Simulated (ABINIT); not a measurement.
Planning a run of ABINIT 10.8.3 on MoS2 (P6_3/mmc). The input:

```
acell 3*1.0 Angstrom
rprim 
  3.169000000004 -0.000000000001 0.000000000000
  -1.584500000001 2.744434504597 0.000000000000
  0.000000000000 0.000000000000 12.324000000000
ntypat 2
znucl 42 16
natom 6
typat 1 1 2 2 2 2
xred 
  0.333333333333 0.666666666667 0.250000000000
  0.666666666667 0.333333333333 0.750000000000
  0.333333333333 0.666666666667 0.623000000000
  0.666666666667 0.333333333333 0.123000000000
  0.333333333333 0.666666666667 0.877000000000
  0.666666666667 0.333333333333 0.377000000000
pp_dirpath "pseudos"
pseudos "Mo.upf, S.upf"
ecut 36
ngkpt 6 6 1
nshiftk 1
shiftk 0 0 0
kptopt 1
chksymbreak 0
istwfk *1
occopt 1
irdwfk 1
optdriver 4
nband 254
gwcalctyp 0
ecutsigx 36
symsigma 1
nkptgw 3
kptgw 
  0.0000000000 0.0000000000 0.0000000000
  0.1666666667 0.1666666667 0.0000000000
  0.3333333333 0.3333333333 0.0000000000
bdgw 
  25 28
  25 28
  25 28
ecuteps 5.6
irdscr 1
ppmodel 4
indata_prefix "in"
outdata_prefix "out"
tmpdata_prefix "tmp"
```

The database entry behind the starting cell differs from other determinations of this structure, so it need not match the best structure at room temperature.

```sh
OMP_NUM_THREADS=1 mpirun -n 8 abinit run.abi > log
```

Q: Estimate wall time and host memory on 8 MPI ranks of AMD EPYC 7R43, shared host.

It took 65 s; on shared hardware allow 32 s to 2.2 min. Peak host memory was 2.5 GiB.

[Long decimals in the printed logs are rounded to 6 places.]

[Logs are printed without paths, hosts, clocks, repeated set-up lines and the standing remarks that a program may print on its own settings, such as how far it seeks lower states.]

[Paths, hosts, dates, memory and timing lines, banners, echoed tables and standing remarks are left out of the program output; an Ansatz launch command may be rebuilt from the run's recorded settings. Measured values are a selection of at most five: reports struck by readers or far from the other reports are left out. None is set beside runs whose start may be inverted or whose files or cutoffs have a known fault.]

[Runs of the session that timed out or met a known fault of the program may be left out.]

[Hosts, paths, dates, database ids (printed as entryN), source tags and the programs' standing remarks are cut or masked in the printed files.]

[G0W0 gaps are taken among the corrected bands and points alone; a level outside them can change the order at an edge.]

[Where Ansatz stands beside ABINIT at settings called matched, ABINIT's density can come from a denser mesh and the files from another edition; pairs whose starting gaps differed by over 0.03 eV were left out, so agreement reads better than it is.]
